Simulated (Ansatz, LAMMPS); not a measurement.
# Forces and charges in glassy 68SiO2-14MgO-11ZnO-7BaO (mol %) (75 atoms)

Aim: energy, forces, charges and density of states of glassy 68SiO2-14MgO-11ZnO-7BaO (mol %) (75 atoms) at a fixed geometry.

Calculated with Ansatz 0.2.0; Kohn-Sham DFT, LDA, PAW (set soft_2), plane waves.

## Step 1: Set-up

The cell holds 75 atoms: 19 Si, 4 Mg, 3 Zn, 2 Ba and 47 O. Its edges and angles: a = 10.307 Å, b = 10.307 Å, c = 10.307 Å, α = 90.0°, β = 90.0°, γ = 90.0°. 75 atoms (19 Si, 4 Mg, 3 Zn, 2 Ba, 47 O) placed at random at 2.81 g/cm³, melted at 4000 K for 10 ps at fixed volume with the Morse and Coulomb pair potential with partial charges (Pedone, Malavasi, Menziani, Cormack and Segre, J. Phys. Chem. B 110, 11780 (2006)). Quenched from 4000 K to 300 K at 25 K/ps and fixed volume, held 5 ps, then minimised at fixed cell.

Before any run, some limits are plain. The quench rate of 25 K/ps is many orders above laboratory rates, so the cell is likely richer in defects and strain than a real sample. The network of bonds at the start is that of the classical potential that made the cell, and needn't be the one that DFT or experiment would give. The Brillouin zone is sampled at Γ only, in a cell whose shortest periodic width is 10 Å. The levels lack spin–orbit coupling, which is large for the heavy elements here.

## Step 2: The classical run that made the cell

A classical potential supplies the starting structure, since it reaches far longer times than DFT.

This step: classical MD, Morse and Coulomb pair potential with partial charges (Pedone, Malavasi, Menziani, Cormack and Segre, J. Phys. Chem. B 110, 11780 (2006)) (LAMMPS 22 Jul 2025 - Update 4).

in.lmp reads:

```
# melt-quench of Si19Mg4Zn3Ba2O47
units metal
atom_style charge
boundary p p p
region box block 0 10.3070 0 10.3070 0 10.3070
create_box 5 box
mass 1 28.0850   # Si
mass 2 24.3050   # Mg
mass 3 65.3800   # Zn
mass 4 137.3270   # Ba
mass 5 15.9990   # O
create_atoms 1 random 19 432044 NULL overlap 1.5 maxtry 2000
create_atoms 2 random 4 432051 NULL overlap 1.5 maxtry 2000
create_atoms 3 random 3 432058 NULL overlap 1.5 maxtry 2000
create_atoms 4 random 2 432065 NULL overlap 1.5 maxtry 2000
create_atoms 5 random 47 432072 NULL overlap 1.5 maxtry 2000
pair_style hybrid/overlay pedone 5.5 coul/long 8.0
pair_coeff * * coul/long
pair_coeff 1 5 pedone 0.340554 2.006700 2.100000 1   # Si-O
pair_coeff 2 5 pedone 0.038908 2.281000 2.586153 5   # Mg-O
pair_coeff 3 5 pedone 0.001221 3.150679 2.851850 1   # Zn-O
pair_coeff 4 5 pedone 0.065011 1.547596 3.393410 5   # Ba-O
pair_coeff 5 5 pedone 0.042395 1.379316 3.618701 22   # O-O
set type 1 charge 2.4
set type 2 charge 1.2
set type 3 charge 1.2
set type 4 charge 1.2
set type 5 charge -1.2
kspace_style pppm 1.0e-4
neigh_modify delay 0 every 1 check yes
thermo_style custom step time temp pe press density
thermo_modify norm yes
timestep 0.002
thermo 100
# [... 18 lines left out ...]
thermo 1250
fix md all nvt temp 300 300 0.2
run 2500 post no
unfix md
thermo 100
min_style cg
minimize 0 1e-3 2000 20000
write_dump all custom glass.dump id type xs ys zs modify sort id
```

Run with:

```bash
> lmp -in in.lmp -log none -nocite
```

The program printed:

```text
LAMMPS (22 Jul 2025 - Update 4)
Created orthogonal box = (0 0 0) to (10.307 10.307 10.307)
Created 19 atoms
Created 4 atoms
Created 3 atoms
Created 2 atoms
Created 47 atoms
PPPM initialization ...
  G vector (1/distance) = 0.38751256
  grid = 12 12 12
  estimated relative force accuracy = 4.4424334e-05
   Step          Time           Temp          PotEng         Press         Density
         0   0              0             -2.5760907      532305.71      2.8110206
        75   0.15           0             -15.166416     -19194.128      2.8110206
Loop time of 0.0341156 s on 1 MPI rank(s) for 75 steps with 75 atoms
Minimization stats:
[... 36 lines left out ...]
     81250   162.5          271.51841     -15.323128     -27802.808      2.8110206
     82500   165            303.89366     -15.316767     -15237.541      2.8110206
Loop time of 0.680195 s on 1 MPI rank(s) for 2500 steps with 75 atoms
   Step          Time           Temp          PotEng         Press         Density
     82500   165            303.89366     -15.316767     -15237.541      2.8110206
     82518   165.036        303.89366     -15.356479     -21782.864      2.8110206
Loop time of 0.0229326 s on 1 MPI rank(s) for 18 steps with 75 atoms
Minimization stats:
  Stopping criterion = linesearch alpha is zero
  Energy initial, next-to-last, final =
     -15.3167671804904  -15.3564787575889  -15.3564787575889
  Force two-norm initial, final = 12.193102 0.38983723
  Iterations, force evaluations = 18 69
```

Run time: 25 s. Hardware: 1 thread of Arm Neoverse V2, shared host; peak memory 0.077 GiB.

## Step 3: Plane-wave single point

The electrons are solved once, with the atoms held.

input.yaml reads:

```yaml
crystal:
  lattice:
    - [10.307, 0.0, 0.0]
    - [0.0, 10.307, 0.0]
    - [0.0, 0.0, 10.307]
  atoms:
    - { symbol: Si, position: [0.45678, 0.85698, 0.37421] }
    - { symbol: Si, position: [0.0285, 0.84179, 0.44479] }
    - { symbol: Si, position: [0.26302, 0.65351, 0.50935] }
    - { symbol: Si, position: [0.70997, 0.48564, 0.13608] }
    - { symbol: Si, position: [0.38211, 0.12329, 0.04015] }
    - { symbol: Si, position: [0.77841, 0.62805, 0.67505] }
    - { symbol: Si, position: [0.63374, 0.41474, 0.84128] }
    - { symbol: Si, position: [0.71419, 0.10914, 0.81809] }
    - { symbol: Si, position: [0.26071, 0.04959, 0.46488] }
    - { symbol: Si, position: [0.44455, 0.82071, 0.07613] }
    - { symbol: Si, position: [0.25376, 0.46146, 0.26648] }
    - { symbol: Si, position: [0.08385, 0.1135, 0.06955] }
    - { symbol: Si, position: [0.24304, 0.60791, 0.00237] }
    - { symbol: Si, position: [0.50728, 0.28464, 0.26796] }
    - { symbol: Si, position: [0.96539, 0.35078, 0.21437] }
    - { symbol: Si, position: [0.15995, 0.28398, 0.58901] }
    - { symbol: Si, position: [0.73051, 0.88608, 0.03857] }
    - { symbol: Si, position: [0.01434, 0.07887, 0.77167] }
    - { symbol: Si, position: [0.33656, 0.4634, 0.7494] }
    - { symbol: Mg, position: [0.71132, 0.90673, 0.59119] }
    - { symbol: Mg, position: [0.43675, 0.15762, 0.705] }
    - { symbol: Mg, position: [0.91705, 0.62251, 0.95005] }
    - { symbol: Mg, position: [0.75935, 0.76354, 0.32389] }
    - { symbol: Zn, position: [0.00776, 0.79864, 0.12437] }
    - { symbol: Zn, position: [0.92009, 0.46435, 0.48203] }
    - { symbol: Zn, position: [0.05238, 0.75753, 0.7176] }
    - { symbol: Ba, position: [0.78316, 0.10298, 0.36642] }
    - { symbol: Ba, position: [0.44234, 0.84456, 0.75443] }
    - { symbol: O, position: [0.34957, 0.72602, 0.9911] }
    - { symbol: O, position: [0.68569, 0.74816, 0.69691] }
    - { symbol: O, position: [0.3703, 0.76312, 0.47318] }
    - { symbol: O, position: [0.07169, 0.97164, 0.11765] }
    - { symbol: O, position: [0.81339, 0.60866, 0.52628] }
    - { symbol: O, position: [0.98894, 0.21124, 0.15044] }
    - { symbol: O, position: [0.44778, 0.7975, 0.22885] }
    - { symbol: O, position: [0.85684, 0.09274, 0.75341] }
    - { symbol: O, position: [0.13119, 0.96, 0.43976] }
    - { symbol: O, position: [0.86917, 0.44055, 0.1221] }
    - { symbol: O, position: [0.61652, 0.04983, 0.71081] }
    - { symbol: O, position: [0.12302, 0.73232, 0.53755] }
    - { symbol: O, position: [0.71732, 0.496, 0.73726] }
    - { symbol: O, position: [0.58789, 0.81689, 0.01438] }
    - { symbol: O, position: [0.07962, 0.18039, 0.6726] }
    - { symbol: O, position: [0.71961, 0.01776, 0.94642] }
    - { symbol: O, position: [0.71314, 0.6192, 0.20491] }
    - { symbol: O, position: [0.07746, 0.40757, 0.56166] }
    - { symbol: O, position: [0.99213, 0.77147, 0.3143] }
    - { symbol: O, position: [0.39487, 0.96566, 0.04927] }
    - { symbol: O, position: [0.55442, 0.22029, 0.39482] }
    - { symbol: O, position: [0.28276, 0.53682, 0.13185] }
    - { symbol: O, position: [0.21288, 0.20002, 0.46588] }
    - { symbol: O, position: [0.89465, 0.88847, 0.50814] }
    - { symbol: O, position: [0.28682, 0.33438, 0.67614] }
    - { symbol: O, position: [0.23408, 0.16192, 0.07803] }
    - { symbol: O, position: [0.89202, 0.33993, 0.34779] }
    - { symbol: O, position: [0.37048, 0.98902, 0.3706] }
    - { symbol: O, position: [0.4121, 0.15828, 0.89421] }
    - { symbol: O, position: [0.37304, 0.3658, 0.28606] }
    - { symbol: O, position: [0.31434, 0.58391, 0.6426] }
    - { symbol: O, position: [0.74439, 0.91786, 0.1879] }
    - { symbol: O, position: [0.32595, 0.03432, 0.60606] }
    - { symbol: O, position: [0.67701, 0.26219, 0.83935] }
    - { symbol: O, position: [0.10704, 0.41067, 0.2416] }
    - { symbol: O, position: [0.62148, 0.38193, 0.20962] }
    - { symbol: O, position: [0.48386, 0.43848, 0.79497] }
    - { symbol: O, position: [0.91245, 0.6453, 0.75756] }
    - { symbol: O, position: [0.25901, 0.51632, 0.87476] }
    - { symbol: O, position: [0.09858, 0.66147, 0.01182] }
    - { symbol: O, position: [0.47812, 0.18661, 0.14552] }
    - { symbol: O, position: [0.84861, 0.79366, 0.00359] }
    - { symbol: O, position: [0.66365, 0.47941, 0.98234] }
    - { symbol: O, position: [0.06361, 0.93554, 0.75373] }
    - { symbol: O, position: [0.59971, 0.8669, 0.42996] }
    - { symbol: O, position: [0.25105, 0.56066, 0.38882] }
    - { symbol: O, position: [0.04306, 0.12458, 0.91846] }
kpoints:
  mp_grid: { grid: [1, 1, 1] }
hamiltonian:
  xc: lda
scf:
  occupations: { method: fermi_dirac, width: 0.025 }
output:
  forces: true
  stress: true
  populations: true
  dos:
    method: { smearing: { sigma: 0.08 } }
    de: 0.1
    projected: { site_lists: { Ba: [Ba], Mg: [Mg], O: [O], Si: [Si], Zn: [Zn] } }
  eigenvalues: true
  write_density: true
  write_potential: true
  volumetric_format: npy
```

Run with:

```bash
> ansatz run input.yaml --threads 8 --pin off --max-ram 15872MiB --backend cpu --events-out ev --progress --plain --runs-dir out
```

The program printed:

```text
Engine: ansatz 0.2.0, aarch64-unknown-linux-gnu
Pseudopotentials: kind: paw
Pseudopotential: Si, paw, valence charge 4, recommended cutoff 420 eV (normal), Si.paw.azcp
Pseudopotential: Mg, paw, valence charge 10, recommended cutoff 420 eV (normal), Mg.paw.azcp
Pseudopotential: Zn, paw, valence charge 12, recommended cutoff 420 eV (normal), Zn.paw.azcp
Pseudopotential: Ba, paw, valence charge 10, recommended cutoff 420 eV (normal), Ba.paw.azcp
Pseudopotential: O, paw, valence charge 6, recommended cutoff 420 eV (normal), O.paw.azcp
[... 3 lines on functional and potentials left out ...]
Crystal: 75 atoms, lattice volume = 1094.956 Å³
Basis set: ecut = 420 eV, 21367 PW (Γ)
Bands: 302, of which v1, the nominal top of the filled ones, is band 227 counted from 1 (226 counted from 0)
Symmetry: 1 space group operations
Space group: P1 (ITA 1), of the structure as read, at distance tolerance 1.0e-4 Å
k-points: 1
[...]
atom   7  Si     0.64631119     0.18565644     0.47073876
  atom   8  Si     0.89717500    -0.37597874     0.93377618
[...]
atom  13  Si     0.37153593    -0.00464198     0.38384494
  atom  14  Si    -0.12452472     0.46989365    -1.60192494
[...]
atom  74  O     -0.27064202    -0.42079213    -0.37193972
  atom  75  O     -0.25599274     0.62432191    -0.39768721
  max |Σ_I F_I| component: 1.56e-4 eV/Å
--- Stress (GPa, compression-positive) ---
       -6.124694       1.619828      -1.431419
        1.619828      -4.642704      -0.872353
       -1.431419      -0.872353      -3.590794
  P = ⅓ Tr σ = -4.7861 GPa (-47.861 kbar)
--- Band table (eV) ---
  k-point 0: bands = ["-70.7438", "-70.6139", "-70.2835", "-70.1020", [... 286 levels ...], "12.1558", "12.2008", "12.2206", "12.2762", "12.3512", "12.3613", "12.4196", "12.4690", "12.5329", "12.5650", "12.5820", "12.6122"]
--- Löwdin populations: 75 sites ---
  site symbol       q [e]
     0     Si      2.2960
     1     Si      2.3897
     2     Si      2.2952
[...]
74      O      6.7981
  spilling = 0.012627 (of n_electrons = 454.000000)
[key lines of the parts left out:]
SCF converged after 10 iterations
Free energy (F): -66643.534622 eV
Fermi energy:    4.513265 eV
```

Elapsed: 7.1 s, on 8 threads of Arm Neoverse V2, shared host; peak memory 1.3 GiB; 49 s of CPU time.

In the SCF lines HF is the Harris–Foulkes energy and dr2 the Hartree energy of the density residual, in eV; the loop may stop once dr2 is under the threshold and the program's other checks hold. Hψ counts applications of the Hamiltonian.

Read from the output:

| Item | Value |
| --- | --- |
| free energy | -66643.5346 eV |
| free energy per atom | -888.5805 eV/atom |
| SCF cycles | 10 |
| pressure | -4.786 GPa |
| r.m.s. force component | 0.7256 eV/Å |
| longest force | 2.27 eV/Å |
| Fermi energy | 4.513 eV |
| gap (highest filled to lowest empty level) | 2.381 eV |
| spilling of the projection | 0.01263 |

Length of the force by element:

```csv
element,coordination,atoms,mean length of the force (eV/Å),spread,least,most
Ba,all,2,0.809,0.620,0.189,1.43
Mg,all,4,0.878,0.279,0.448,1.22
O,all,47,1.14,0.643,0.218,2.27
Si,all,19,1.10,0.440,0.462,2.12
Zn,all,3,1.29,0.708,0.299,1.90
```

Löwdin charges by element (they lack the spilled electrons, 0.076 e an atom on average):

```
element  coordination  atoms  mean charge (e)  spread  least    most
     Ba           all      2             1.84  0.0016   1.84    1.84
     Mg           all      4             1.60  0.0197   1.58    1.62
      O           all     47           -0.870   0.107  -1.05  -0.762
     Si           all     19             1.69  0.0373   1.61    1.76
     Zn           all      3             1.47  0.0068   1.47    1.48
```

Density of states as counts of states in windows of 1 eV (from the Fermi level), total and the larger projections:

```csv
from (eV),to (eV),total,O p,Si p,Zn d
-14,-13,5.3,0.2,0.0,0.0
-13,-12,7.6,0.9,0.1,0.0
-12,-11,5.0,3.3,0.3,0.0
-11,-10,6.9,4.6,0.5,0.0
-10,-9,13.9,9.7,1.5,0.2
-9,-8,17.2,12.0,2.5,1.3
-8,-7,31.2,17.8,3.6,8.5
-7,-6,30.9,16.5,2.0,10.4
-6,-5,46.2,34.6,2.8,5.4
-5,-4,49.3,42.9,2.0,1.8
-4,-3,52.0,47.6,1.4,1.1
-3,-2,38.0,35.4,0.6,0.9
-2,-1,20.3,19.2,0.4,0.2
-1,1,0.0,0.0,0.0,0.0
1,2,2.0,0.2,0.1,0.0
2,3,4.0,0.3,0.2,0.0
3,4,13.4,1.1,1.4,0.0
4,5,20.5,1.2,2.8,0.0
```

The curve was stored every 0.10 eV, coarse against its broadening of 0.08 eV, so these counts are rough.

Between -26 and -14 eV lie 94 more states.

About 36 of the 454 electrons lie in deeper levels, below the stored range.

The levels nearest the highest filled one (over half full), pooled over k-points and spins:

```csv
level less the highest filled one (eV),occupation
-0.589,2
-0.428,2
-0.368,2
-0.202,2
-0.0778,2
0,2
2.38,0
3.37,0
4.05,0
4.37,0
4.54,0
4.73,0
```

Valence density in the ab plane at fractional z = 0.737, with atoms of Si and Zn and Ba and O within 0.2 Å of it. It is the smooth field of the valence electrons, not physical close to the nuclei.

Ten steps, logarithmic in the rise over the least value, from '0' (0 e/Å³) to '9' (21 e/Å³), each cell a mean:
```
46642000000111111222100000012
57752000001333321100000000002
35542000013444431000000000001
23321000013433432111110000001
46631000013444431123431000002
69951000001333321135642100112
57631000000111100135542112333
22210000000000000013332235664
21000000111000000001121236764
10000001121100000001222234543
00000001222110000013554211221
00000001221122211125775310000
00000001100234431125675200000
00000011221234432113442100000
00000012332223321111110000000
00000023442111110001000000000
00000013432100000011100000000
01111011211000000011110000000
12331000000133100011110000000
23432000000477300011111122211
23331000000477311222112355422
12211000000133113554322577532
12210000000000124675322456431
33321000000000013554211122212
```
Columns run along a (10.3 Å), rows up along b (10.3 Å). Atoms in or near the plane, at fractional coordinates: Si at (0.34, 0.46), Zn at (0.05, 0.76), Ba at (0.44, 0.84), O at (0.86, 0.09), O at (0.72, 0.50), O at (0.06, 0.94).

Electrostatic potential energy in the ab plane at fractional z = 0.737, with atoms of Si and Zn and Ba and O within 0.2 Å of it. With pseudopotentials it is smooth inside the atoms' cores, unlike the true potential.

Values in eV, 13 rows by 16 columns, each cell a mean:
```
-22 -31   5  10   8   4  -6 -10   0   5   6   6   7   9   9   7
 -6 -11   7   8   5  -8 -33 -38 -21   2   7   7   8   9   9   8
-26 -26  -2   6   4  -6 -30 -35 -17   4  -1  -5   8   9   8   0
-28 -28  -3   6   6   4  -2  -4   2   7  -8 -17   1   4  -2  -5
  3   2   6   7   7   6   6   6   7   9   7  -4 -24 -15 -36 -19
  9   8   8   7   2  -3   1   7   8   9   5 -12 -13  -1  -1   6
 10   9   8   4 -21 -40 -23  -2   4   6  -7 -39 -16   8   9  10
 10   9   8   5 -14 -32 -16  -6  -1   2   0  -3   6   9  10  10
 10   9   8   6  -9  -2   4   6   7   5   5   7   9  10  10  10
  9   8   8   8   7   6   2   0   4   7   7   8   9   9  10   9
 -1  -6   7   9   8   2 -24 -32  -3   6   4   1   4   5   6   4
-36 -12   7  10   9   4 -13 -19   0  -8 -13 -10  -5 -32 -25 -20
-27  -7   8  10  10   8   4   3   5 -22 -25   0   4  -6  -4 -12
```
Columns run along a (10.3 Å; values clipped at the 3rd and 97th percentile), rows up along b (10.3 Å). Atoms in or near the plane, at fractional coordinates: Si at (0.34, 0.46), Zn at (0.05, 0.76), Ba at (0.44, 0.84), O at (0.86, 0.09), O at (0.72, 0.50), O at (0.06, 0.94).

Mean Löwdin charges: Ba +1.84, Mg +1.60, O -0.87, Si +1.69, Zn +1.47 e (they miss 1.3 % of the electrons, so they add up to more than the cell's charge).

## Step 4: Structure statistics

These statistics describe the geometry on which the runs were made.

Density 2.81 g/cm³, 14.60 Å³ an atom.

g(r), total and by pair (bins of 0.2 Å):

```
r (Å)  total   O-O   O-Si  O-Mg  O-Zn  O-Ba  Si-Si
 1.50   1.20  0.00   3.77  0.00  0.00  0.00   0.00
 1.70   3.30  0.00  10.37  0.00  0.00  0.00   0.00
 1.90   0.53  0.00   0.00  3.56  5.88  0.00   0.00
 2.10   0.32  0.00   0.00  3.13  2.19  0.00   0.00
 2.30   0.03  0.00   0.00  0.47  0.00  0.00   0.00
 2.50   0.95  2.29   0.00  0.79  0.00  0.00   0.00
 2.70   1.78  4.04   0.00  0.98  0.00  3.15   0.00
 2.90   0.29  0.37   0.00  0.26  0.00  1.70   0.56
 3.10   0.99  0.90   0.15  0.75  0.97  1.43   3.95
 3.30   1.00  0.90   0.36  0.83  1.12  1.30   2.54
 3.50   0.74  0.68   0.94  0.58  0.50  0.36   0.00
 3.70   0.84  0.49   1.39  0.66  1.82  0.68   0.00
 3.90   1.03  0.73   1.59  0.76  1.60  1.18   0.16
 4.10   1.39  0.61   2.21  1.52  1.27  1.67   1.00
 4.30   1.06  0.85   1.44  1.12  1.99  0.76   0.52
 4.50   1.04  0.97   1.04  1.49  1.24  0.92   1.32
 4.70   1.03  1.25   0.69  1.80  0.71  0.62   1.21
 4.90   1.03  1.35   0.87  0.96  0.38  1.54   0.81
 5.10   1.15  1.46   0.69  0.71  0.71  1.42   1.57
```

A closer look about O70, which bears the longest force: 11 atoms, nearest first, numbered in the order of the input, with positions taken from that point.

```
atom      x      y      z  distance (Å)  Löwdin charge (e)     Fx     Fy  Fz (eV/Å)
 O70   0.00   0.00   0.00          0.00              -1.02   1.51  -1.62      -0.51
Si17  -1.22   0.95   0.36          1.59               1.66  -0.64   0.87       0.04
Mg22   0.71  -1.76  -0.55          1.98               1.62  -0.23   0.38      -0.03
Zn24   1.64   0.05   1.24          2.06               1.48   0.32   1.61       0.38
 O60  -1.07   1.28   1.90          2.53              -1.03   0.15   0.37       2.04
 O42  -2.69   0.24   0.11          2.70              -0.80  -0.12  -0.76      -0.92
 O44  -1.33   2.31  -0.59          2.73              -0.77  -0.16   0.11       0.10
 O68   2.58  -1.36   0.08          2.92              -1.01  -1.62   0.35      -0.47
 O66   0.66  -1.53  -2.54          3.03              -1.04   1.46   0.08       1.19
 O45  -1.40  -1.80   2.08          3.08              -0.98   0.24   1.56       0.61
 O32   2.30   1.83   1.18          3.17              -0.98  -0.52  -1.76       0.72
```

## Step 5: Results

- free energy per atom: -888.5805 eV/atom
- pressure: -4.786 GPa
- r.m.s. force component: 0.7256 eV/Å
- gap (highest filled to lowest empty level): 2.381 eV
- wall time of the 1 DFT run: 7.1 s

**Reading.** The highest filled and lowest empty levels differ by 2.38 eV (at Γ alone); a local or semilocal functional tends to put such gaps too low. In a disordered cell it changes from sample to sample, and tail or defect levels can set it.

**Limits.** The geometry was minimised with a classical potential after classical dynamics and isn't relaxed at this level: its force components are 0.73 eV/Å r.m.s. The pressure of -4.8 GPa belongs to a cell and atoms that aren't relaxed at this level.

[Logs are printed without paths, hosts, clocks, repeated set-up lines and the standing remarks that a program may print on its own settings, such as how far it seeks lower states.]

[Hosts, paths, dates, database ids (printed as entryN), source tags and the programs' standing remarks are cut or masked in the printed files.]
